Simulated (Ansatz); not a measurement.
**Band gap of MgH2 (P4_2/mnm) from density functionals to GW**

Wanted: a ladder of band gaps for MgH2 (P4_2/mnm), from density functionals to G0W0.

Method: density functionals, hybrids and G0W0, plane waves, PAW, in Ansatz 0.2.0.

**The experiments to reproduce.**

- Gap 5.6 ± 0.1 eV: optical band gap from transmission onset (total and diffuse); optical transmission and ellipsometry; 300 K; film (polycrystalline Pd-capped film on quartz, hydrogenated at 100 bar and 100 C, measured in 1 bar H2) (“Optical properties of MgH2 measured in situ in a novel gas cell for ellipsometry/spectrophotometry”, 2003, arxiv:cond-mat/0305418).

Most raw output is cut from this account.

In doubt: masses and optical values from hybrid runs of this build are listed as unsure (step 9), which bears on the screening that GW takes from such a start.

## (1) Starting point

Symmetry: P4_2/mnm, No. 136, tetragonal system. The conventional cell has a = 4.517 Å, b = 4.517 Å, c = 3.021 Å, α = 90.00°, β = 90.00°, γ = 90.00°. Mg has 6 H at 1.95 Å nearest. Nearest to H lie 3 Mg at 1.95 Å. Farther neighbours are not listed.

Coordinates:

```cif
data_structure
_symmetry_space_group_name_H-M 'P 1'
_symmetry_Int_Tables_number 1
_cell_length_a 4.5168
_cell_length_b 4.5168
_cell_length_c 3.0205
_cell_angle_alpha 90.000
_cell_angle_beta 90.000
_cell_angle_gamma 90.000
_cell_volume 61.62
loop_
_atom_site_label
_atom_site_type_symbol
_atom_site_fract_x
_atom_site_fract_y
_atom_site_fract_z
_atom_site_occupancy
Mg1 Mg 0.00000 0.00000 0.00000 1
Mg2 Mg 0.50000 0.50000 0.50000 1
H3 H 0.30600 0.30600 0.00000 1
H4 H 0.19400 0.80600 0.50000 1
H5 H 0.69400 0.69400 0.00000 1
H6 H 0.80600 0.19400 0.50000 1
```

The cell and positions come from the Crystallography Open Database and are kept as given unless a step says otherwise. The default PAW set here is soft_2. Its files were made with PBE.

## (2) LDA on the 6×6×8 mesh

This step: DFT, LDA, plane waves, PAW.

input.yaml reads:

```yaml
crystal:
  lattice:
    - [4.5168, 0.0, 0.0]
    - [0.0, 4.5168, 0.0]
    - [0.0, 0.0, 3.0205]
  atoms:
    - { symbol: Mg, position: [0.0, 0.0, 0.0] }
    - { symbol: Mg, position: [0.5, 0.5, 0.5] }
    - { symbol: H, position: [0.306, 0.306, 0.0] }
    - { symbol: H, position: [0.194, 0.806, 0.5] }
    - { symbol: H, position: [0.694, 0.694, 0.0] }
    - { symbol: H, position: [0.806, 0.194, 0.5] }
kpoints:
  mp_grid: { grid: [6, 6, 8] }
  band_path:
    path:
      - [0.0, 0.0, 0.0]
      - [0.0, 0.5, 0.0]
      - [0.5, 0.5, 0.0]
      - [0.0, 0.0, 0.5]
      - [0.0, 0.5, 0.5]
      - [0.5, 0.5, 0.5]
      - [0.1666666667, 0.1666666667, 0.125]
      - [0.4, 0.4, 0.5]
      - [0.35, 0.35, 0.5]
    npoints: 1
hamiltonian:
  xc: lda
scf:
  occupations: { method: fixed }
  n_extra_bands: 6
output:
  eigenvalues: true
  forces: true
  stress: true
```

Run with:

```console
> ansatz run input.yaml --threads 3 --pin off --max-ram 92160MiB --backend cuda --events-out ev --progress --plain --runs-dir out --devices 1 --max-vram 13GiB  # rebuilt from the run's record
```

Elapsed: 3.7 s, on 1 × NVIDIA H100 80GB HBM3 (shared by 6 runs) with 3 threads of AMD EPYC 7R13 (Zen 3), shared host; peak memory 0.86 GiB; 4.6 s of CPU time.

This step gave:

```yaml
pressure: -2.718 GPa
gap: 3.346 eV
valence_top_at: k = (0.167, 0.167, 0.125)
conduction_bottom_at: k = (0.400, 0.400, 0.500)
least_direct_gap: 4.184 eV
```

Over mesh and listed points the gap is 3.346 eV, from k = (0.167, 0.167, 0.125) to k = (0.400, 0.400, 0.500). The least direct gap found is 4.184 eV, at k = (0.350, 0.350, 0.500). On the 6×6×8 mesh alone the same run gives 3.429 eV, so that mesh misses an edge of LDA: 3.429 − 3.346 = +0.083 eV.

## (3) PBEsol on the 6×6×8 mesh

This step: DFT, PBEsol, plane waves, PAW.

Changes to input.yaml since step 2:

```diff
@@ -27,3 +27,3 @@
 hamiltonian:
-  xc: lda
+  xc: pbesol
 scf:
```

Wall time 4.4 s (1 × NVIDIA H100 80GB HBM3 (shared by 6 runs) with 3 threads); peak memory 0.9 GiB; 4.4 s of CPU time.

This step gave:

```yaml
pressure: -1.032 GPa
gap: 3.484 eV
valence_top_at: k = (0.167, 0.167, 0.125)
conduction_bottom_at: k = (0.400, 0.400, 0.500)
least_direct_gap: 4.317 eV
```

Over mesh and listed points the gap is 3.484 eV, from k = (0.167, 0.167, 0.125) to k = (0.400, 0.400, 0.500). The least direct gap found is 4.317 eV, at k = (0.350, 0.350, 0.500). On the 6×6×8 mesh alone the same run gives 3.566 eV, so that mesh misses an edge of PBEsol: 3.566 − 3.484 = +0.082 eV. PBEsol against LDA: 3.484 − 3.346 = +0.138 eV, with the same mesh, files and cutoff, and both edges at the same k points.

## (4) PBE on the 6×6×8 mesh

Levels along a band path and on the mesh show where this functional puts the band edges.

This step: DFT, PBE, plane waves, PAW.

input.yaml reads:

```yaml
crystal:
  lattice:
    - [4.5168, 0.0, 0.0]
    - [0.0, 4.5168, 0.0]
    - [0.0, 0.0, 3.0205]
  atoms:
    - { symbol: Mg, position: [0.0, 0.0, 0.0] }
    - { symbol: Mg, position: [0.5, 0.5, 0.5] }
    - { symbol: H, position: [0.306, 0.306, 0.0] }
    - { symbol: H, position: [0.194, 0.806, 0.5] }
    - { symbol: H, position: [0.694, 0.694, 0.0] }
    - { symbol: H, position: [0.806, 0.194, 0.5] }
kpoints:
  mp_grid: { grid: [6, 6, 8] }
  band_path:
    path:
      - [[0.0, 0.0, 0.0], [0.0, 0.5, 0.0], [0.5, 0.5, 0.0], [0.0, 0.0, 0.0], [0.0, 0.0, 0.5], [0.0, 0.5, 0.5], [0.5, 0.5, 0.5], [0.0, 0.0, 0.5]]
      - [[0.0, 0.5, 0.0], [0.0, 0.5, 0.5]]
      - [[0.5, 0.5, 0.0], [0.5, 0.5, 0.5]]
    npoints: 10
hamiltonian:
  xc: pbe
scf:
  occupations: { method: fermi_dirac, width: 0.02 }
  n_extra_bands: 6
output:
  eigenvalues: true
  forces: true
  stress: true
  write_density: true
  write_potential: true
  elf: true
  volumetric_format: npy
```

It took 6.3 s on 1 × NVIDIA H100 80GB HBM3 (shared by 6 runs) with 3 threads; peak memory 0.91 GiB; 3.3 s of CPU time.

Numbers from this step:

- pressure: -0.1130 GPa
- gap: 3.720 eV
- valence top at: k = (0.167, 0.167, 0.125)
- conduction bottom at: k = (0.400, 0.400, 0.500)
- least direct gap: 4.519 eV

Over mesh and path the gap is 3.720 eV, from k = (0.167, 0.167, 0.125) to k = (0.400, 0.400, 0.500). The least direct gap found is 4.519 eV, at k = (0.350, 0.350, 0.500). On the 6×6×8 mesh alone the same run gives 3.800 eV, so that mesh misses an edge of PBE: 3.800 − 3.720 = +0.080 eV. PBE against PBEsol: 3.720 − 3.484 = +0.236 eV, with the same mesh, files and cutoff, and both edges at the same k points.

## (5) HSE06 on the 4×4×6 mesh

HSE06 mixes in a quarter of exact exchange at short range.

This step: DFT, HSE06, plane waves, PAW.

input.yaml reads:

```yaml
crystal:
  lattice:
    - [4.5168, 0.0, 0.0]
    - [0.0, 4.5168, 0.0]
    - [0.0, 0.0, 3.0205]
  atoms:
    - { symbol: Mg, position: [0.0, 0.0, 0.0] }
    - { symbol: Mg, position: [0.5, 0.5, 0.5] }
    - { symbol: H, position: [0.306, 0.306, 0.0] }
    - { symbol: H, position: [0.194, 0.806, 0.5] }
    - { symbol: H, position: [0.694, 0.694, 0.0] }
    - { symbol: H, position: [0.806, 0.194, 0.5] }
kpoints:
  mp_grid: { grid: [4, 4, 6] }
  band_path:
    path:
      - [0.0, 0.0, 0.0]
      - [0.0, 0.5, 0.0]
      - [0.5, 0.5, 0.0]
      - [0.0, 0.0, 0.5]
      - [0.0, 0.5, 0.5]
      - [0.5, 0.5, 0.5]
      - [0.1666666667, 0.1666666667, 0.125]
      - [0.4, 0.4, 0.5]
      - [0.35, 0.35, 0.5]
    npoints: 1
hamiltonian:
  xc: hse06
scf:
  occupations: { method: fixed }
  n_extra_bands: 6
output:
  eigenvalues: true
```

The job ended after 15 s (1 × NVIDIA H100 80GB HBM3 (shared by 6 runs) with 3 threads; peak memory 1.3 GiB).

Numbers from this step:

- gap: 4.812 eV
- valence top at: k = (0.167, 0.167, 0.125)
- conduction bottom at: k = (0.400, 0.400, 0.500)
- least direct gap: 5.690 eV
- exact-exchange fraction: 0.25

Over mesh and listed points the gap is 4.812 eV, from k = (0.167, 0.167, 0.125) to k = (0.400, 0.400, 0.500). The least direct gap found is 5.690 eV, at k = (0.350, 0.350, 0.500). On the 4×4×6 mesh alone the same run gives 5.026 eV, so that mesh misses an edge of HSE06: 5.026 − 4.812 = +0.214 eV. HSE06 against PBE: 4.812 − 3.720 = +1.092 eV. The runs also differ in mesh (6×6×8 and 4×4×6), so how much of this comes from the functional alone is not known.

## (6) PBE0 on the 4×4×6 mesh

PBE0 mixes in a quarter of exact exchange at all distances.

This step: DFT, PBE0, plane waves, PAW.

Changes to input.yaml since step 5:

```diff
@@ -27,3 +27,3 @@
 hamiltonian:
-  xc: hse06
+  xc: pbe0
 scf:
```

It took 11 s on 1 × NVIDIA H100 80GB HBM3 (shared by 6 runs) with 3 threads; peak memory 1.3 GiB; 16 s of CPU time.

This step gave:

| Property | Result |
| --- | --- |
| gap | 5.537 eV |
| valence top at | k = (0.167, 0.167, 0.125) |
| conduction bottom at | k = (0.400, 0.400, 0.500) |
| least direct gap | 6.427 eV |
| exact-exchange fraction | 0.25 |

Over mesh and listed points the gap is 5.537 eV, from k = (0.167, 0.167, 0.125) to k = (0.400, 0.400, 0.500). The least direct gap found is 6.427 eV, at k = (0.350, 0.350, 0.500). On the 4×4×6 mesh alone the same run gives 5.764 eV, so that mesh misses an edge of PBE0: 5.764 − 5.537 = +0.227 eV. PBE0 against HSE06: 5.537 − 4.812 = +0.725 eV, with the same mesh, files and cutoff, and both edges at the same k points.

## (7) DDH-PBE0 on the 4×4×6 mesh

The input asks for a share of exact exchange of one over the crystal's ε∞, which the program works out first.

This step: DFT, dielectric-dependent PBE0 (fraction 1/eps_inf of PBE), plane waves, PAW.

Changes to input.yaml since step 6:

```diff
@@ -12,2 +12,3 @@
     - { symbol: H, position: [0.806, 0.194, 0.5] }
+  host: atoms
 kpoints:
@@ -27,3 +28,6 @@
 hamiltonian:
-  xc: pbe0
+  xc:
+    exchange: pbe
+    correlation: pbe
+    exx: { coeff: inverse_dielectric }
 scf:
```

It took 28 s on 1 × NVIDIA H100 80GB HBM3 (shared by 6 runs) with 3 threads; peak memory 1.4 GiB; 26 s of CPU time.

This step gave:

```yaml
gap: 5.553 eV
valence_top_at: k = (0.167, 0.167, 0.125)
conduction_bottom_at: k = (0.400, 0.400, 0.500)
least_direct_gap: 6.444 eV
exact_exchange_fraction: 0.2521
```

Over mesh and listed points the gap is 5.553 eV, from k = (0.167, 0.167, 0.125) to k = (0.400, 0.400, 0.500). The least direct gap found is 6.444 eV, at k = (0.350, 0.350, 0.500). On the 4×4×6 mesh alone the same run gives 5.780 eV, so that mesh misses an edge of DDH-PBE0: 5.780 − 5.553 = +0.227 eV. DDH-PBE0 against PBE0: 5.553 − 5.537 = +0.016 eV, with the same mesh, files and cutoff, and both edges at the same k points.

## (8) G0W0@PBE, 4×4×6 mesh, 395 empty bands, screening to 200 eV

G0W0 replaces the xc potential by a self-energy built once from the orbitals of the start. Levels are corrected in the window of bands that the input names, at points of the mesh.

This step: G0W0 on PBE, plane waves, PAW.

input.yaml reads:

```yaml
crystal:
  lattice:
    - [4.5168, 0.0, 0.0]
    - [0.0, 4.5168, 0.0]
    - [0.0, 0.0, 3.0205]
  atoms:
    - { symbol: Mg, position: [0.0, 0.0, 0.0] }
    - { symbol: Mg, position: [0.5, 0.5, 0.5] }
    - { symbol: H, position: [0.306, 0.306, 0.0] }
    - { symbol: H, position: [0.194, 0.806, 0.5] }
    - { symbol: H, position: [0.694, 0.694, 0.0] }
    - { symbol: H, position: [0.806, 0.194, 0.5] }
kpoints:
  mp_grid: { grid: [4, 4, 6] }
hamiltonian:
  xc: pbe
scf:
  occupations: { method: fixed }
gw:
  n_empty_bands: 395
  ecut_chi: 200.0
  qp_bands: [v2, c2]
  qp_kpoints: band_edges
  screening: { model: contour_deformation }
```

Elapsed: 29 s, on 1 × NVIDIA H100 80GB HBM3 (shared by 6 runs) with 3 threads; peak memory 1.7 GiB; 44 s of CPU time.

This step gave:

| Item | Value |
| --- | --- |
| bands summed | 407 |
| RPA ε∞ on this mesh (eigenvalues) | 3.655, 3.655, 3.667 |
| plane waves in the screening matrix | 391 |
| G0W0 gap over the corrected points | 5.986 eV |
| k of the valence top | 0, 0.25, 0 |
| k of the conduction bottom | -0.5, -0.5, -0.5 |
| starting gap on the mesh | 3.908 eV |
| Z at the valence top | 0.7659 |
| Z at the conduction bottom | 0.8115 |
| least direct G0W0 gap over the corrected points | 6.766 eV |

Over 17 of 24 irreducible mesh points the G0W0 gap is 5.986 eV, from k = (0.000, 0.250, 0.000) to k = (-0.500, -0.500, -0.500). The PBE gap of this run on the mesh is 3.908 eV. The two states that bound the G0W0 gap lie that far apart at the start, so the correction of the gap is 5.986 − 3.908 = +2.078 eV.

## (9) G0W0@HSE06, 4×4×6 mesh, 183 empty bands, screening to 120 eV

This step: G0W0 on HSE06, plane waves, PAW.

Changes to input.yaml since step 8:

```diff
@@ -15,3 +15,3 @@
 hamiltonian:
-  xc: pbe
+  xc: hse06
 scf:
@@ -19,4 +19,4 @@
 gw:
-  n_empty_bands: 395
-  ecut_chi: 200.0
+  n_empty_bands: 183
+  ecut_chi: 120
   qp_bands: [v2, c2]
```

Run time: 47 s. Hardware: 1 × NVIDIA H100 80GB HBM3 (shared by 6 runs) with 3 threads; peak memory 1.6 GiB.

Numbers from this step:

| Property | Result |
| --- | --- |
| bands summed | 195 |
| RPA ε∞ on this mesh (eigenvalues) | 3.108, 3.108, 3.115 |
| plane waves in the screening matrix | 181 |
| G0W0 gap over the corrected points | 6.542 eV |
| k of the valence top | 0, 0.25, 0 |
| k of the conduction bottom | -0.5, -0.5, -0.5 |
| starting gap on the mesh | 5.026 eV |
| Z at the valence top | 0.7980 |
| Z at the conduction bottom | 0.8357 |
| least direct G0W0 gap over the corrected points | 7.341 eV |

Over 17 of 24 irreducible mesh points the G0W0 gap is 6.542 eV, from k = (0.000, 0.250, 0.000) to k = (-0.500, -0.500, -0.500). The HSE06 gap of this run on the mesh is 5.026 eV. The two states that bound the G0W0 gap lie that far apart at the start, so the correction of the gap is 6.542 − 5.026 = +1.516 eV. G0W0@HSE06 against G0W0@PBE with 195 bands (a further run, in the table below): 6.542 − 5.895 = +0.647 eV, with the same mesh, files and cutoffs, and both edges at the same k points.

## (10) G0W0@LDA, 4×4×6 mesh, 183 empty bands, screening to 120 eV

This step: G0W0 on LDA, plane waves, PAW.

Changes to input.yaml since step 9:

```diff
@@ -15,3 +15,3 @@
 hamiltonian:
-  xc: hse06
+  xc: lda
 scf:
```

Run time: 16 s. Hardware: 1 × NVIDIA H100 80GB HBM3 (shared by 6 runs) with 3 threads; peak memory 1.2 GiB.

This step gave:

- bands summed: 195
- RPA ε∞ on this mesh (eigenvalues): 4.012, 4.012, 4.027
- plane waves in the screening matrix: 181
- G0W0 gap over the corrected points: 5.692 eV
- k of the valence top: 0, 0.25, 0
- k of the conduction bottom: -0.5, -0.5, -0.5
- starting gap on the mesh: 3.538 eV
- Z at the valence top: 0.7623
- Z at the conduction bottom: 0.8052
- least direct G0W0 gap over the corrected points: 6.492 eV

Over 17 of 24 irreducible mesh points the G0W0 gap is 5.692 eV, from k = (0.000, 0.250, 0.000) to k = (-0.500, -0.500, -0.500). The LDA gap of this run on the mesh is 3.538 eV. The two states that bound the G0W0 gap lie that far apart at the start, so the correction of the gap is 5.692 − 3.538 = +2.154 eV. G0W0@LDA against G0W0@HSE06 with 195 bands: 5.692 − 6.542 = −0.850 eV, with the same mesh, files and cutoffs, and both edges at the same k points.

(Continued in part 2 of 2.)

[Paths, hosts, dates, memory and timing lines, banners, echoed tables and standing remarks are left out of the program output.]

[Logs are printed without paths, hosts, clocks, repeated set-up lines and the standing remarks that a program may print on its own settings, such as how far it seeks lower states.]

[Runs of the session that timed out or met a known fault of the program may be left out.]

[Cells called generated may have been cut or substituted from an entry of the Crystallography Open Database or the Materials Project.]

[Hosts, paths, dates, database ids (printed as entryN), source tags and the programs' standing remarks are cut or masked in the printed files.]

[Where an RPA ε∞ is given, it is that of the G0W0 mesh and is not shown converged in it. Names of k-points follow the symmetry that the program found, which can be lower than the space group named. Band edges on a path are those of the sampled points; other points can move an edge, and change direct to indirect where valleys lie close.]

[Hybrid gaps are those of their k-mesh and are not shown converged in it.]
